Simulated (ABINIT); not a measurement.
**Al2O3 (Corundum): making up for missing bands**

Can a closure trick stand in for empty bands in GW on Al2O3 (Corundum)?

Calculated with ABINIT 10.8.3; PBE and many-body steps on it, plane waves.

Report form: the programs' logs are mostly left out.

## (1) Starting point

It takes space group R-3c (No. 167, trigonal). The conventional cell has a = 4.760 Å, b = 4.760 Å, c = 12.996 Å, α = 90.00°, β = 90.00°, γ = 120.00°. Al has 6 O at 1.85 to 1.97 Å nearest. O has 4 Al at 1.85 to 1.97 Å nearest. Farther neighbours and most contacts between anions are not listed.

Coordinates:

```cif
data_structure
_symmetry_space_group_name_H-M 'R-3c:H'
_symmetry_Int_Tables_number 167
_cell_length_a 4.7605
_cell_length_b 4.7605
_cell_length_c 12.9956
_cell_angle_alpha 90.000
_cell_angle_beta 90.000
_cell_angle_gamma 120.000
_cell_volume 255.05
loop_
_atom_site_label
_atom_site_type_symbol
_atom_site_symmetry_multiplicity
_atom_site_Wyckoff_symbol
_atom_site_fract_x
_atom_site_fract_y
_atom_site_fract_z
_atom_site_occupancy
Al1 Al 12 c 0.66667 0.33333 0.18549 1
O1 O 18 e 0.64001 0.66667 0.41667 1
```

The cell and positions come from the Crystallography Open Database and are kept as given unless a step says otherwise.

## (2) Empty states on the mesh, 4×4×4 mesh, 123 bands

This step: ABINIT 10.8.3; DFT, PBE, plane waves, norm-conserving pseudopotentials.

The sums over transitions need many empty states on a uniform mesh; this step solves for them.

run.abi

```
acell 3*1.0 Angstrom
rprim 
  2.380249999995 1.374237978213 4.331866666707
  -2.380249999995 1.374237978213 4.331866666707
  -0.000000000000 -2.748475956495 4.331866666685
ntypat 2
znucl 13 8
natom 10
typat 1 1 1 1 2 2 2 2 2 2
xred 
  0.352160000000 0.352160000000 0.352160000000
  0.147840000000 0.147840000000 0.147840000000
  0.647840000000 0.647840000000 0.647840000000
  0.852160000000 0.852160000000 0.852160000000
  0.556680000000 0.943320000000 0.250000000000
  0.250000000000 0.556680000000 0.943320000000
  0.943320000000 0.250000000000 0.556680000000
  0.443320000000 0.056680000000 0.750000000000
  0.750000000000 0.443320000000 0.056680000000
  0.056680000000 0.750000000000 0.443320000000
pp_dirpath "pseudos"
pseudos "Al.upf, O.upf"
ecut 36
ngkpt 4 4 4
nshiftk 1
shiftk 0 0 0
kptopt 1
chksymbreak 0
iscf -2
irdden 1
istwfk *1
nband 123
nbdbuf 10
tolwfr 1e-09
nstep 60
prtvol 0
indata_prefix "in"
outdata_prefix "out"
tmpdata_prefix "tmp"
```

Launch:

```sh
$ OMP_NUM_THREADS=1 mpirun -n 4 abinit run.abi > log
```

Run time: 1.9 min. Hardware: 4 MPI ranks of Intel Xeon Platinum 8488C (Sapphire Rapids), shared host; peak memory 0.51 GiB.

Numbers from this step:

```
gap                                                           : 6.266 eV
k of the valence top                                          : 0, 0, 0
k of the conduction bottom                                    : 0, 0, 0
least direct gap                                              : 6.266 eV
k points computed                                             : 13
lowest point of the top converged band, above the valence top : 51.9177 eV
```

On this mesh the gap is 6.266 eV.

The density comes from a self-consistent run that is not shown.

## (3) Screening, 4×4×4 mesh, 113 bands, screening to 122.5 eV

The RPA dielectric matrix is built and inverted for each q.

This step: RPA screening on PBE, plane waves, norm-conserving pseudopotentials.

Changes to run.abi since step 2:

```diff
@@ -28,10 +28,11 @@
 chksymbreak 0
-iscf -2
-irdden 1
 istwfk *1
-nband 123
-nbdbuf 10
-tolwfr 1e-09
-nstep 60
-prtvol 0
+occopt 1
+irdwfk 1
+optdriver 3
+nband 113
+ecuteps 4.5
+inclvkb 2
+awtr 1
+symchi 1
 indata_prefix "in"
```

Run time: 4.4 min. Hardware: 4 MPI ranks; peak memory 2.5 GiB; 17 min of CPU time.

This step gave:

| Quantity | Value |
| --- | --- |
| ε∞ with local fields, on this mesh, along the program's q direction | 3.035 |
| the same without local fields | 3.242 |
| plasma frequency | 27.90 eV |
| plane waves in the screening matrix | 277 |

Local fields lower ε∞ by 6 %.

## (4) 113 bands

The self-energy is evaluated for the states that the input lists, and the levels follow from it, in one-shot runs by the linearised quasiparticle equation.

This step: G0W0 on PBE, plane waves, norm-conserving pseudopotentials.

Changes to run.abi since step 3:

```diff
@@ -31,8 +31,15 @@
 irdwfk 1
-optdriver 3
+optdriver 4
 nband 113
+gwcalctyp 0
+ecutsigx 36
+symsigma 1
+nkptgw 1
+kptgw 
+  0.0000000000 0.0000000000 0.0000000000
+bdgw 
+  22 26
 ecuteps 4.5
-inclvkb 2
-awtr 1
-symchi 1
+irdscr 1
+ppmodel 1
 indata_prefix "in"
```

Elapsed: 12 s, on 4 MPI ranks; peak memory 1.5 GiB; 46 s of CPU time.

This step gave:

```yaml
g0w0_gap_on_the_points_computed: 8.45 eV
starting_gap_on_the_mesh: 6.266 eV
k_of_the_valence_top: 0, 0, 0
k_of_the_conduction_bottom: 0, 0, 0
z_at_the_valence_top: 0.819
z_at_the_conduction_bottom: 0.855
least_direct_g0w0_gap_on_the_computed_points: 8.45 eV
```

The gap on the mesh goes from 6.27 eV to 8.45 eV, a correction of +2.18 eV.

## (5) Screening, 4×4×4 mesh, 32 bands, screening to 122.5 eV

This step: RPA screening on PBE, plane waves, norm-conserving pseudopotentials.

Changes to run.abi since step 4:

```diff
@@ -31,15 +31,8 @@
 irdwfk 1
-optdriver 4
-nband 113
-gwcalctyp 0
-ecutsigx 36
-symsigma 1
-nkptgw 1
-kptgw 
-  0.0000000000 0.0000000000 0.0000000000
-bdgw 
-  22 26
+optdriver 3
+nband 32
 ecuteps 4.5
-irdscr 1
-ppmodel 1
+inclvkb 2
+awtr 1
+symchi 1
 indata_prefix "in"
```

It took 41 s on 4 MPI ranks; peak memory 1.6 GiB.

This step gave:

- ε∞ with local fields, on this mesh, along the program's q direction: 2.325
- the same without local fields: 2.383
- plasma frequency: 27.90 eV
- plane waves in the screening matrix: 277

## (6) 32 bands

This step: G0W0 on PBE, plane waves, norm-conserving pseudopotentials.

Changes to run.abi since step 5:

```diff
@@ -31,8 +31,15 @@
 irdwfk 1
-optdriver 3
+optdriver 4
 nband 32
+gwcalctyp 0
+ecutsigx 36
+symsigma 1
+nkptgw 1
+kptgw 
+  0.0000000000 0.0000000000 0.0000000000
+bdgw 
+  22 26
 ecuteps 4.5
-inclvkb 2
-awtr 1
-symchi 1
+irdscr 1
+ppmodel 1
 indata_prefix "in"
```

The job ended after 9.3 s (4 MPI ranks; peak memory 1.4 GiB).

Numbers from this step:

```yaml
g0w0_gap_on_the_points_computed: 10.41 eV
starting_gap_on_the_mesh: 6.266 eV
k_of_the_valence_top: 0, 0, 0
k_of_the_conduction_bottom: 0, 0, 0
z_at_the_valence_top: 0.828
z_at_the_conduction_bottom: 0.88
least_direct_g0w0_gap_on_the_computed_points: 10.41 eV
```

Against G0W0 in ABINIT (4×4×4 mesh, 113 bands, screening to 122.5 eV, Godby-Needs plasmon pole), the gap moves by +1.961 eV.

## (7) Screening, 4×4×4 mesh, 32 bands, screening to 122.5 eV

This step: RPA screening on PBE, plane waves, norm-conserving pseudopotentials.

Changes to run.abi since step 6:

```diff
@@ -31,15 +31,10 @@
 irdwfk 1
-optdriver 4
+optdriver 3
 nband 32
-gwcalctyp 0
-ecutsigx 36
-symsigma 1
-nkptgw 1
-kptgw 
-  0.0000000000 0.0000000000 0.0000000000
-bdgw 
-  22 26
 ecuteps 4.5
-irdscr 1
-ppmodel 1
+inclvkb 2
+awtr 1
+symchi 1
+gwcomp 1
+gwencomp 1.5
 indata_prefix "in"
```

Wall time 3.3 min (4 MPI ranks); peak memory 1.6 GiB.

Numbers from this step:

```yaml
eps_infinity_with_local_fields_on_this_mesh_along_the_program_s_q_direction: 2.333
the_same_without_local_fields: 2.383
plasma_frequency: 27.90 eV
plane_waves_in_the_screening_matrix: 277
```

## (8) 32 bands, completed

This step: G0W0 on PBE, plane waves, norm-conserving pseudopotentials.

Changes to run.abi since step 7:

```diff
@@ -31,8 +31,15 @@
 irdwfk 1
-optdriver 3
+optdriver 4
 nband 32
+gwcalctyp 0
+ecutsigx 36
+symsigma 1
+nkptgw 1
+kptgw 
+  0.0000000000 0.0000000000 0.0000000000
+bdgw 
+  22 26
 ecuteps 4.5
-inclvkb 2
-awtr 1
-symchi 1
+irdscr 1
+ppmodel 1
 gwcomp 1
```

Run time: 10 s. Hardware: 4 MPI ranks; peak memory 1.4 GiB.

This step gave:

```
G0W0 gap on the points computed              : 9.844 eV
starting gap on the mesh                     : 6.266 eV
k of the valence top                         : 0, 0, 0
k of the conduction bottom                   : 0, 0, 0
least direct G0W0 gap on the computed points : 9.844 eV
```

Against G0W0 in ABINIT (4×4×4 mesh, 113 bands, screening to 122.5 eV, Godby-Needs plasmon pole), the gap moves by +1.394 eV.

## (9) Screening, 4×4×4 mesh, 55 bands, screening to 122.5 eV

This step: RPA screening on PBE, plane waves, norm-conserving pseudopotentials.

Changes to run.abi since step 8:

```diff
@@ -31,17 +31,8 @@
 irdwfk 1
-optdriver 4
-nband 32
-gwcalctyp 0
-ecutsigx 36
-symsigma 1
-nkptgw 1
-kptgw 
-  0.0000000000 0.0000000000 0.0000000000
-bdgw 
-  22 26
+optdriver 3
+nband 55
 ecuteps 4.5
-irdscr 1
-ppmodel 1
-gwcomp 1
-gwencomp 1.5
+inclvkb 2
+awtr 1
+symchi 1
 indata_prefix "in"
```

Wall time 2.5 min (4 MPI ranks); peak memory 1.8 GiB; 9.9 min of CPU time.

Numbers from this step:

```
ε∞ with local fields, on this mesh, along the program's q direction : 2.984
the same without local fields                                       : 3.136
plasma frequency                                                    : 27.90 eV
plane waves in the screening matrix                                 : 277
```

## (10) 55 bands

This step: G0W0 on PBE, plane waves, norm-conserving pseudopotentials.

Changes to run.abi since step 9:

```diff
@@ -31,8 +31,15 @@
 irdwfk 1
-optdriver 3
+optdriver 4
 nband 55
+gwcalctyp 0
+ecutsigx 36
+symsigma 1
+nkptgw 1
+kptgw 
+  0.0000000000 0.0000000000 0.0000000000
+bdgw 
+  22 26
 ecuteps 4.5
-inclvkb 2
-awtr 1
-symchi 1
+irdscr 1
+ppmodel 1
 indata_prefix "in"
```

Elapsed: 12 s, on 4 MPI ranks; peak memory 1.4 GiB; 48 s of CPU time.

This step gave:

* G0W0 gap on the points computed: 8.739 eV
* starting gap on the mesh: 6.266 eV
* k of the valence top: 0, 0, 0
* k of the conduction bottom: 0, 0, 0
* least direct G0W0 gap on the computed points: 8.739 eV

Against G0W0 in ABINIT (4×4×4 mesh, 113 bands, screening to 122.5 eV, Godby-Needs plasmon pole), the gap moves by +0.289 eV.

## (11) Screening, 4×4×4 mesh, 55 bands, screening to 122.5 eV

This step: RPA screening on PBE, plane waves, norm-conserving pseudopotentials.

Changes to run.abi since step 10:

```diff
@@ -31,15 +31,10 @@
 irdwfk 1
-optdriver 4
+optdriver 3
 nband 55
-gwcalctyp 0
-ecutsigx 36
-symsigma 1
-nkptgw 1
-kptgw 
-  0.0000000000 0.0000000000 0.0000000000
-bdgw 
-  22 26
 ecuteps 4.5
-irdscr 1
-ppmodel 1
+inclvkb 2
+awtr 1
+symchi 1
+gwcomp 1
+gwencomp 3
 indata_prefix "in"
```

Wall time 7.2 min (4 MPI ranks); peak memory 1.8 GiB; 29 min of CPU time.

Numbers from this step:

| Quantity | Value |
| --- | --- |
| ε∞ with local fields, on this mesh, along the program's q direction | 2.993 |
| the same without local fields | 3.136 |
| plasma frequency | 27.90 eV |
| plane waves in the screening matrix | 277 |

## (12) 55 bands, completed

This step: G0W0 on PBE, plane waves, norm-conserving pseudopotentials.

Changes to run.abi since step 11:

```diff
@@ -31,8 +31,15 @@
 irdwfk 1
-optdriver 3
+optdriver 4
 nband 55
+gwcalctyp 0
+ecutsigx 36
+symsigma 1
+nkptgw 1
+kptgw 
+  0.0000000000 0.0000000000 0.0000000000
+bdgw 
+  22 26
 ecuteps 4.5
-inclvkb 2
-awtr 1
-symchi 1
+irdscr 1
+ppmodel 1
 gwcomp 1
```

The job ended after 13 s (4 MPI ranks; peak memory 1.4 GiB; 52 s of CPU time).

Numbers from this step:

| Quantity | Value |
| --- | --- |
| G0W0 gap on the points computed | 8.722 eV |
| starting gap on the mesh | 6.266 eV |
| k of the valence top | 0, 0, 0 |
| k of the conduction bottom | 0, 0, 0 |
| least direct G0W0 gap on the computed points | 8.722 eV |

Against G0W0 in ABINIT (4×4×4 mesh, 113 bands, screening to 122.5 eV, Godby-Needs plasmon pole), the gap moves by +0.272 eV.

## (13) The runs together

Times are wall times on 4 MPI ranks of Intel Xeon Platinum 8488C (Sapphire Rapids), shared host, good to a factor of about two. A run's time includes the screening step that it read.

| run | mesh | bands | screening cutoff (eV) | DFT gap (eV) | gap on the mesh (eV) | direct (eV) | ε∞ used | time |
| --- | --- | --- | --- | --- | --- | --- | --- | --- |
| 113 bands | 4×4×4 | 113 | 122.5 | 6.266 | 8.450 | 8.450 | 3.03 | 4.6 min |
| 32 bands | 4×4×4 | 32 | 122.5 | 6.266 | 10.411 | 10.411 | 2.33 | 50 s |
| 32 bands, completed | 4×4×4 | 32 | 122.5 | 6.266 | 9.844 | 9.844 | 2.33 | 3.5 min |
| 55 bands | 4×4×4 | 55 | 122.5 | 6.266 | 8.739 | 8.739 | 2.98 | 2.7 min |
| 55 bands, completed | 4×4×4 | 55 | 122.5 | 6.266 | 8.722 | 8.722 | 2.99 | 7.4 min |

## (14) What came out

* 113 bands: 8.450 eV
* 32 bands: 10.411 eV
* 32 bands, completed: 9.844 eV
* 55 bands: 8.739 eV
* 55 bands, completed: 8.722 eV

In words: 32 bands: +1.961 eV against 113 bands. 32 bands, completed: +1.394 eV against 113 bands. 55 bands: +0.289 eV against 113 bands. 55 bands, completed: +0.272 eV against 113 bands. The row with most bands is itself short of the limit, so it is no exact reference, and agreement of a truncated run with it can be a cancellation between the edges. In the G0W0 runs levels were corrected at 1 k point alone, so a gap called «on the mesh» is the least over those, and an edge elsewhere would be missed.

[Paths, hosts, dates, memory and timing lines, banners, echoed tables and standing remarks are left out of the program output.]

[Logs are printed without paths, hosts, clocks, repeated set-up lines and the standing remarks that a program may print on its own settings, such as how far it seeks lower states.]

[Runs of the session that timed out or met a known fault of the program may be left out.]

[Hosts, paths, dates, database ids (printed as entryN), source tags and the programs' standing remarks are cut or masked in the printed files.]

[G0W0 gaps are taken among the corrected bands and points alone; a level outside them can change the order at an edge.]

[Where Ansatz stands beside ABINIT at settings called matched, ABINIT's density can come from a denser mesh and the files from another edition; pairs whose starting gaps differed by over 0.03 eV were left out, so agreement reads better than it is.]
